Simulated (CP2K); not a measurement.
Two runs for the C K edge of 2-trifluoromethylpyridine. Run A: CP2K XAS_TDP, all-electron GAPW, PBEh(45%), aug-cc-pVDZ, TDA, no relativity. Run B differs in one setting.

First lines with a strength over 0.0015. A:

| atom | energy (eV) | states | strength, one atom |
| --- | --- | --- | --- |
| C2 (bonded to C and 3 F) | 288.73 | 1 | 0.0389 |
|  | 290.11 | 1 | 0.0748 |
|  | 290.47 | 1 | 0.0134 |
|  | 291.67 | 1 | 0.0359 |
|  | 291.71 | 1 | 0.0330 |
| C5 (bonded to 2 C and N) | 281.98 | 1 | 0.0521 |
|  | 287.22 | 1 | 0.0019 |
|  | 287.63 | 1 | 0.0042 |
|  | 287.78 | 1 | 0.0019 |
|  | 287.86 | 1 | 0.0086 |
| C6 (bonded to 2 C and H) | 281.34 | 1 | 0.0523 |
|  | 284.95 | 1 | 0.0111 |
|  | 285.94 | 1 | 0.0043 |
|  | 286.53 | 1 | 0.0034 |
|  | 286.58 | 1 | 0.0037 |
| C7 (bonded to 2 C and H) | 281.19 | 1 | 0.0549 |
|  | 284.87 | 1 | 0.0125 |
|  | 286.33 | 1 | 0.0029 |
|  | 286.66 | 1 | 0.0040 |
|  | 287.48 | 1 | 0.0018 |
| C8 (bonded to 2 C and H) | 281.26 | 1 | 0.0509 |
|  | 284.62 | 1 | 0.0125 |
|  | 286.06 | 1 | 0.0026 |
|  | 286.34 | 1 | 0.0055 |
|  | 286.49 | 1 | 0.0015 |
| C9 (bonded to C, N and H) | 281.70 | 1 | 0.0562 |
|  | 285.52 | 1 | 0.0117 |
|  | 286.48 | 1 | 0.0036 |
|  | 287.15 | 1 | 0.0034 |
|  | 287.17 | 1 | 0.0019 |

B:

```
                     atom  energy (eV)  states  strength, one atom
 C2 (bonded to C and 3 F)       282.27       1              0.0103
                                284.94       1              0.0524
                                285.08       1              0.0077
                                285.22       1              0.0030
                                285.54       1              0.0333
 C5 (bonded to 2 C and N)       276.38       1              0.0394
                                281.05       1              0.0016
                                281.43       1              0.0027
                                281.45       1              0.0018
                                281.69       1              0.0020
 C6 (bonded to 2 C and H)       275.73       1              0.0400
                                278.34       1              0.0038
                                279.01       1              0.0031
                                279.72       1              0.0034
                                279.76       1              0.0031
 C7 (bonded to 2 C and H)       275.64       1              0.0413
                                278.35       1              0.0058
                                279.42       1              0.0018
                                279.89       1              0.0022
                                280.46       1              0.0113
 C8 (bonded to 2 C and H)       275.59       1              0.0365
                                278.11       1              0.0057
                                279.61       1              0.0054
                                279.68       1              0.0016
                                280.27       1              0.0072
C9 (bonded to C, N and H)       276.18       1              0.0413
                                278.88       1              0.0038
                                279.52       1              0.0033
                                280.30       1              0.0015
                                280.32       1              0.0018
```

Which was it: scalar relativity switched on, the functional, the basis, GW2X switched on?

The functional (functional from PBEh(45%) to PBE0; the lines alone don't name the new value). A functional moves all lines by electronvolts and changes their spacings and strengths. Against PBEh(45%) in aug-cc-pVDZ, the leading lines move by -6.46 eV (C2, to 282.27), -5.60 eV (C5, to 276.38), -5.61 eV (C6, to 275.73), -5.55 eV (C7, to 275.64), -5.67 eV (C8, to 275.59) and -5.52 eV (C9, to 276.18); the strength of C2's goes from 0.0389 to 0.0103, so the two may not be the same state. The next line of C2 over the strength cut lies 2.67 eV higher, against 1.38.

[Banner, clock and machine lines of the logs are left out without a mark of their own.]

[Logs are printed without paths, hosts, clocks, repeated set-up lines and the standing remarks that a program may print on its own settings, such as how far it seeks lower states.]

[Hosts, paths, dates, database ids (printed as entryN), source tags and the programs' standing remarks are cut or masked in the printed files.]
